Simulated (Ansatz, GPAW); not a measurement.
# CSeO (model structure): optical spectrum from first principles, part 2 of 3

Wanted: where CSeO (model structure) starts to absorb, how strongly, and its refractive index. The cell was made here by substitution or stacking, whether or not such a phase is known. It was built so: All S replaced by Se in the R3m structure of CSO. The cell is first relaxed with Ansatz.

GPAW 26.7.0; DFT, LDA, plane-wave PAW (GPAW data sets), scalar-relativistic, RPA, optical limit.

So far: Starting point; Relaxation.

## 3. Ground state

The self-consistent density comes first; it also tells whether there is a gap, which decides the occupations and the need for a Drude term.

This step: DFT, LDA, plane-wave PAW (GPAW data sets), scalar-relativistic, ground state (GPAW 26.7.0).

gs.py reads:

```python
from ase import Atoms
from ase.dft.bandgap import bandgap
from gpaw import GPAW, PW, FermiDirac

atoms = Atoms(['Se', 'O', 'C'],
              cell=[[3.00701633, 1.73610169, 1.92129778],
                    [-3.00701633, 1.73610169, 1.92129778],
                    [0.00000000, -3.47220338, 1.92129778]],
              scaled_positions=[[0.51314243, 0.51314243, 0.51314243],
                                [0.00914330, 0.00914330, 0.00914330],
                                [0.80791427, 0.80791427, 0.80791427]],
              pbc=[True, True, True])
atoms.calc = GPAW(mode=PW(400), xc='LDA', kpts={'size': (6, 6, 6), 'gamma': True},
                  occupations=FermiDirac(0.05), maxiter=150, txt='gs.txt')
print('energy (eV)', atoms.get_potential_energy())
print('Fermi level (eV)', atoms.calc.get_fermi_level())
print('valence electrons', atoms.calc.get_number_of_electrons())
print('gap (eV)', bandgap(atoms.calc, output=None)[0])
print('direct gap (eV)', bandgap(atoms.calc, direct=True, output=None)[0])
atoms.calc.write('gs.gpw')
```

Command:

```console
OMP_NUM_THREADS=1 python gs.py
```

Numbers of over 12 decimals in the logs are rounded to 6 here.

The log of the run:

```text
__  _  _
 | _ |_)|_||  |
 |__||  | ||/\| - 26.7.0

Versions:
  Python: 3.12.14
  ASE:    3.29.0
  Numpy:  2.5.5
  Scipy:  1.18.1
  Libxc:  7.0.0

Input parameters:
  mode=PW(ecut=400.0),
  kpts=MonkhorstPack(size=(6, 6, 6), gamma=True),
  maxiter=150,
  occupations=Occupations(name='fermi-dirac', width=0.05, fixmagmom=False),
  xc=XC(name='LDA')

Diagonalizing LCAO Hamiltonian
Converting LCAO to pw mode

       C

       Se

       O

Atoms  # Å, Bohr magnetons
|   | symbol |         x |        y |        z |    initial magnetic moments |
| 0 |     Se |  0.000000 | 0.000000 | 2.957698 | ( 0.0000,  0.0000,  0.0000) |
| 1 |      O | -0.000000 | 0.000000 | 0.052701 | ( 0.0000,  0.0000,  0.0000) |
| 2 |      C |  0.000000 | 0.000000 | 4.656732 | ( 0.0000,  0.0000,  0.0000) |

Unit cell  # Å
| periodic |         x |         y |        z |  lengths |    angles |
|      yes |  3.007016 |  1.736102 | 1.921298 | 3.968322 | 98.533376 |
|      yes | -3.007016 |  1.736102 | 1.921298 | 3.968322 | 98.533376 |
|      yes |  0.000000 | -3.472203 | 1.921298 | 3.968322 | 98.533376 |

Number of symmetries: 2
Symmetry operations  # r_c * U_cc + t_c -> r_c
|   | kind |            matrix            |
| 0 |  E   |  1, 0, 0,  0, 1, 0,  0, 0, 1 |
| 1 |  σ   |  0, 1, 0,  1, 0, 0,  0, 0, 1 |

BZ-sampling:
  Number of BZ points: 216
  Number of IBZ points: 68

  Monkhorst-Pack size: [6, 6, 6]
  Monkhorst-Pack shift: [0.083333, 0.083333, 0.083333]

K-points  # in reciprocal-cell coordinates
|     |                                coordinates |     weight |
|   0 | (  0.00000000,   0.00000000,   0.00000000) | 0.00462963 |
|   1 | (  0.00000000,   0.00000000,   0.16666667) | 0.00925926 |
|   2 | (  0.00000000,   0.00000000,   0.33333333) | 0.00925926 |
|   3 | (  0.00000000,   0.00000000,   0.50000000) | 0.00462963 |
|   4 | (  0.16666667,  -0.16666667,   0.00000000) | 0.00925926 |
|   5 | (  0.16666667,  -0.16666667,   0.16666667) | 0.01851852 |
|   6 | (  0.16666667,  -0.16666667,   0.33333333) | 0.01851852 |
|   7 | (  0.16666667,  -0.16666667,   0.50000000) | 0.00925926 |
|   8 | (  0.16666667,   0.00000000,  -0.33333333) | 0.01851852 |
|   9 | (  0.16666667,   0.00000000,  -0.16666667) | 0.01851852 |
| ... |                                            |            |
|  67 | (  0.50000000,   0.50000000,   0.50000000) | 0.00462963 |

Plane wave coefficients: 1117
Cutoff: 400.0 eV

Spin-components: 1 (collinear spins)
Bands:           12
Projectors:      15
Spin-degeneracy: 2
Datatype:        complex128

Parallelization:
  kpt:    1
  domain: 1
  band:   1

Density:
  Valence electrons: 16.0
  Components: 1
  Grid points: [20 20 20]
  Charge: 0.0  # |e|

Potential:
  Grid points: [20 20 20]

species:
  Se:
    name:    Selenium
    id:
    Z:       34.0
    valence: 6
    core:    28
    charge:  0.0  # [|e|]
    compensation charges:
      type: gauss
      rc: 0.27  # [Å]
      lmax: 2
    cutoffs:
      filter: 1.77  # [Å]
      core: 2.67  # [Å]
    projectors
    | kind |    occ | energy [eV] | rcut [Å] |
    |   4s |  2.000 |     -17.472 |    0.847 |
    |   4p |  4.000 |      -6.656 |    1.005 |
    |    s |        |       9.739 |    0.847 |
    |    p |        |      20.555 |    1.005 |
    |    d |        |       0.000 |    0.847 |

    Using partial waves for Se as LCAO basis

  O:
    name:    Oxygen
    id:
    Z:       8.0
    valence: 6
    core:    2
    charge:  0.0  # [|e|]
    compensation charges:
      type: gauss
      rc: 0.21  # [Å]
      lmax: 2
    cutoffs:
      filter: 1.17  # [Å]
      core: 0.83  # [Å]
    projectors
    | kind |    occ | energy [eV] | rcut [Å] |
    |   2s |  2.000 |     -23.752 |    0.688 |
    |   2p |  4.000 |      -9.195 |    0.598 |
    |    s |        |       3.459 |    0.688 |
    |    p |        |      18.016 |    0.598 |
    |    d |        |       0.000 |    0.619 |

    Using partial waves for O as LCAO basis

  C:
    name:    Carbon
    id:
    Z:       6.0
    valence: 4
    core:    2
    charge:  0.0  # [|e|]
    compensation charges:
      type: gauss
      rc: 0.20  # [Å]
      lmax: 2
    cutoffs:
      filter: 1.14  # [Å]
      core: 1.14  # [Å]
    projectors
    | kind |    occ | energy [eV] | rcut [Å] |
    |   2s |  2.000 |     -13.639 |    0.635 |
    |   2p |  2.000 |      -5.414 |    0.635 |
    |    s |        |      13.573 |    0.635 |
    |    p |        |      21.797 |    0.635 |
    |    d |        |       0.000 |    0.635 |

    Using partial waves for C as LCAO basis

Reference energy: -69063.884247  # eV

eigensolver:
  PPCG
  Converge bands: occupied
  niter=2

density mixing:
  MSR1-Mixer
  Pratt-step length: 0.05
  Maximum mixing coefficient: 0.75
  Old densities: 10
  SVD Regularization: 0.005
  Good broyden scale: 1.0
  Trust region scale: 1.0
  Backstep threshold: 4.0
  History deletion threshold: 6.0
  Fourier metric: weight=20.0, sigma=0.015

occupation numbers:
  Fermi-Dirac:
    width: 0.0500  # eV

poisson solver:
  ecut: 3200.0  # eV

xc functional:
  name: None

convergence criteria:
- Maximum [total energy] change in last 3 cyles: 0.0005 eV / valence electron
- Maximum integral of absolute [dens]ity change: 0.0001 electrons / valence electron
- Maximum integral of absolute [eigenst]ate change: 4e-08 eV^2 / valence electron
maximum number of iterations: 150

SCF iterations
|iter     |      energy | eigst |  dens |
|iter:   1||  -19.418346 | +0.29 |       |
|iter:   2||  -19.242795 | -1.86 | -0.99 |
|iter:   3||  -18.709161 | -1.66 | -1.03 |
|iter:   4||  -18.675671 | -2.44 | -1.48 |
|iter:   5||  -18.671838 | -3.18 | -1.97 |
|iter:   6||  -18.671257c| -4.04 | -2.39 |
|iter:   7||  -18.671232c| -5.26 | -2.94 |
|iter:   8||  -18.671237c| -6.28 | -3.34 |
|iter:   9||  -18.671237c| -7.21 | -4.08c|
|iter:  10||  -18.671237c| -7.69c| -4.79c|

Converged in 10 steps
SCF loop duration: 10.073 s (1.007 s/step)
Energy contributions relative to reference atoms: (reference = -69063.884247)

Energy contributions:
  Kinetic:          18.546485
  Coulomb:         -18.737642
  Zero:             -0.138121
  External:          0.000000
  Xc:              -18.341959
  Entropy:          -0.000000
  Spinorbit:         0.000000
  ----------------------------
  Free energy:     -18.671237
  Extrapolated:    -18.671237

dipole moment: (0.000000, 0.000000, -13.158553)  # |e|*Ang

Fermi level: 2.207
Eigenvalues  # (at kpt = [0.000, 0.000, 0.000])
| band index |      eig [eV] | occ [0-2] |
|          0 |       -21.741 |     2.000 |
|          1 |       -13.009 |     2.000 |
|          2 |        -7.217 |     2.000 |
|          3 |        -4.429 |     2.000 |
|          4 |        -4.429 |     2.000 |
|          5 |        -3.700 |     2.000 |
|          6 |         0.451 |     2.000 |
|          7 |         0.451 |     2.000 |
|          8 |         4.269 |     0.000 |
|          9 |         4.269 |     0.000 |
|         10 |         5.247 |     0.000 |
|         11 |         8.619 |     0.000 |

Gap: 3.542 eV
Transition (v -> c):
  (s=0, k=48, n=7, [0.50, 0.00, 0.00]) -> (s=0, k=0, n=8, [0.00, 0.00, 0.00])
Direct/indirect transitions are different
Direct gap: 3.818 eV
Transition at: (s=0, k=0, n=7, [0.00, 0.00, 0.00])

--- standard output ---
energy (eV) -18.671237
Fermi level (eV) 2.206968
valence electrons 16.0
gap (eV) 3.541887
direct gap (eV) 3.817862
```

Wall time 11 s (1 thread of Arm Neoverse V2, shared host); peak memory 0.16 GiB.

Numbers from this step:

```
energy                 : -18.67 eV
Fermi energy           : 2.207 eV
gap on the k-mesh      : 3.542 eV
direct gap on the mesh : 3.818 eV
electrons              : 16
```

There is a gap, 3.54 eV on this mesh (points off the mesh can give less), so no carriers' term is needed.

## 4. Bands for the response

At the fixed density, many empty bands are solved on the mesh of the response, since the spectrum sums over them.

This step: DFT, LDA, plane-wave PAW (GPAW data sets), scalar-relativistic, bands at fixed density (GPAW 26.7.0).

nscf.py reads:

```python
from ase.dft.bandgap import bandgap
from gpaw import GPAW, FermiDirac

calc = GPAW('gs.gpw').fixed_density(kpts={'size': (9, 9, 9), 'gamma': True}, nbands=33, convergence={'bands': 27},
                                    occupations=FermiDirac(0.001), txt='nscf.txt')
print('gap (eV)', bandgap(calc, output=None)[0])
print('direct gap (eV)', bandgap(calc, direct=True, output=None)[0])
calc.write('full.gpw', mode='all')
```

Command:

```console
OMP_NUM_THREADS=1 python nscf.py
```

The log of the run:

```text
Diagonalizing LCAO Hamiltonian
Converting LCAO to pw mode
convergence criteria:
- Maximum integral of absolute [eigenst]ate change: 4e-08 eV^2 / valence electron
maximum number of iterations: 150

SCF iterations
|iter     |      energy | eigst |  dens |
|iter:   1||             | +2.96 |       |
|iter:   2||             | +1.53 |       |
|iter:   3||             | -0.34 |       |
|iter:   4||             | -1.78 |       |
|iter:   5||             | -3.26 |       |
|iter:   6||             | -4.48 |       |
|iter:   7||             | -5.89 |       |
|iter:   8||             | -7.01 |       |
|iter:   9||             | -7.62c|       |
SCF steps: 9
  __  _  _
 | _ |_)|_||  |
 |__||  | ||/\| - 26.7.0

Versions:
  Python: 3.12.14
  ASE:    3.29.0
  Numpy:  2.5.5
  Scipy:  1.18.1
  Libxc:  7.0.0

Input parameters:
  mode=PW(ecut=400.0),
  convergence={'bands': 27},
  gpts=array([20, 20, 20]),
  kpts=MonkhorstPack(size=(9, 9, 9), gamma=True),
  maxiter=150,
  nbands=33,
  occupations=Occupations(name='fermi-dirac', width=0.001, fixmagmom=False),
  parallel={},
  xc=XC(name='LDA')

--- standard output ---
gap (eV) 3.546968
direct gap (eV) 3.813625
```

The job ended after 89 s (1 thread; peak memory 0.32 GiB).

Numbers from this step:

| Property | Result |
| --- | --- |
| gap on the k-mesh | 3.547 eV |
| direct gap on the mesh | 3.814 eV |

## 5. Dielectric function, RPA

Local fields let the induced charge screen the field inside the cell, which as a rule lowers ε, most along directions where the density is uneven.

This step: DFT, LDA, plane-wave PAW (GPAW data sets), scalar-relativistic, RPA, optical limit (GPAW 26.7.0).

df.py reads:

```python
from gpaw.response.df import DielectricFunction

df = DielectricFunction('full.gpw', frequencies={'type': 'nonlinear', 'domega0': 0.03, 'omega2': 8},
                        ecut=50,
                        eta=0.1,
                        nbands=27,
                        txt='df.txt')
for direction in ['x', 'z']:
    df.get_dielectric_function(xc='RPA', direction=direction, filename=f'df_{direction}.csv')
```

Command:

```console
OMP_NUM_THREADS=1 python df.py
```

The log of the run:

```text
Using integrator: PointIntegrator
NonLinearFrequencyDescriptor(from 0.000 to 47.973 eV, 460 points)
Nonperiodic BCs:  [False False False]
Using integrator: PointIntegrator
NonLinearFrequencyDescriptor(from 0.000 to 47.973 eV, 460 points)
Nonperiodic BCs:  [False False False]

Calculating chi0 body with:
    Ground state adapter containing:
    Number of spins: 1
    Number of kpoints: 729
    Number of irreducible kpoints: 205
    Number of completely occupied states: 8
    Number of partially occupied states: 8

    Linear response parametrization:
    q_c: [0.0, 0.0, 0.0]
    Number of frequency points: 460
    Planewave cutoff: 50.0
    Number of bands: 27
    Number of planewaves: 51
    Broadening (eta): 0.1

Integrating chi0 body.

Symmetries of q_c:
    Direct symmetries (Uq -> q): 2
    Indirect symmetries (TUq -> q): 2
In total 4 allowed symmetries.

205 groups of equivalent kpoints. 71.879287% reduction.

Integral kind: spectral function

Calculating chi0 optical extensions with:
    Ground state adapter containing:
    Number of spins: 1
    Number of kpoints: 729
    Number of irreducible kpoints: 205
    Number of completely occupied states: 8
    Number of partially occupied states: 8

    Linear response parametrization:
    Number of frequency points: 460
    Planewave cutoff: 50.0
    Number of bands: 27
    Number of planewaves: 51
    Broadening (eta): 0.1
Integrating chi0 head and wings.

Symmetries of q_c:
    Direct symmetries (Uq -> q): 2
    Indirect symmetries (TUq -> q): 2
In total 4 allowed symmetries.

205 groups of equivalent kpoints. 71.879287% reduction.

Integral kind: spectral function wings
```

It took 11 s on 1 thread; peak memory 0.3 GiB.

Read-outs, printed or worked out from the files:

```
electronic dielectric constant ε∞, mean over x, y and z (by symmetry where fewer were run) : 3.073
main peak of Im epsilon, first axis                                                        : 12.74 eV
```

The Im ε has structure finer than the step of the table below, so its rows give means over 1 eV, whole bins alone (the curve runs from 0 to 20.2 eV). Peaks (eV: height): E ∥ x 4.1: 1.91, 6.3: 1.10, 8.8: 2.22, 9.5: 2.58, 11.1: 2.50, 12.8: 2.74; E ∥ z 7.4: 15.5, 10.6: 6.07, 12.6: 6.07.

Values under the direct gap are tails of Lorentzian lines. Table of Im ε by photon energy; means over each step:

```
photon energy (eV)    E ∥ x   E ∥ z
                 1  0.00674  0.0147
                 2   0.0182  0.0377
                 3   0.0652   0.111
                 4     1.25    1.72
                 5     1.21    3.40
                 6    0.866    2.71
                 7    0.780    8.07
                 8    0.761    2.08
                 9     2.07    1.15
                10     1.77    2.33
                11     2.20    4.54
                12     1.65    3.86
                13     2.05    3.48
                14     1.76    1.35
                15     1.36    1.23
                16     1.09   0.704
                17    0.791   0.577
                18    0.679   0.388
                19    0.690   0.396
```

The Re ε by photon energy:

```
photon energy (eV)  E ∥ x   E ∥ z
                 0   2.58    4.07
                 1   2.61    4.14
                 2   2.72    4.38
                 3   3.03    4.98
                 4   3.81    6.68
                 5   1.88    4.77
                 6   2.37    3.81
                 7   2.20    8.92
                 8   3.07   -1.51
                 9   2.39    1.50
                10   1.92    3.78
                11   1.72    1.41
                12  0.885   0.774
                13   1.03   -1.87
                14  0.479   -1.04
                15  0.464   -1.05
                16  0.249  -0.322
                17  0.433  -0.302
                18  0.573  0.0221
                19  0.532   0.260
                20  0.471   0.248
```

(Continued in part 3 of 3.)

[Machine, clock and banner lines and Python warnings are left out of the logs.]

[Logs are printed without paths, hosts, clocks, repeated set-up lines and the standing remarks that a program may print on its own settings, such as how far it seeks lower states.]

[Hosts, paths, dates, database ids (printed as entryN), source tags and the programs' standing remarks are cut or masked in the printed files.]
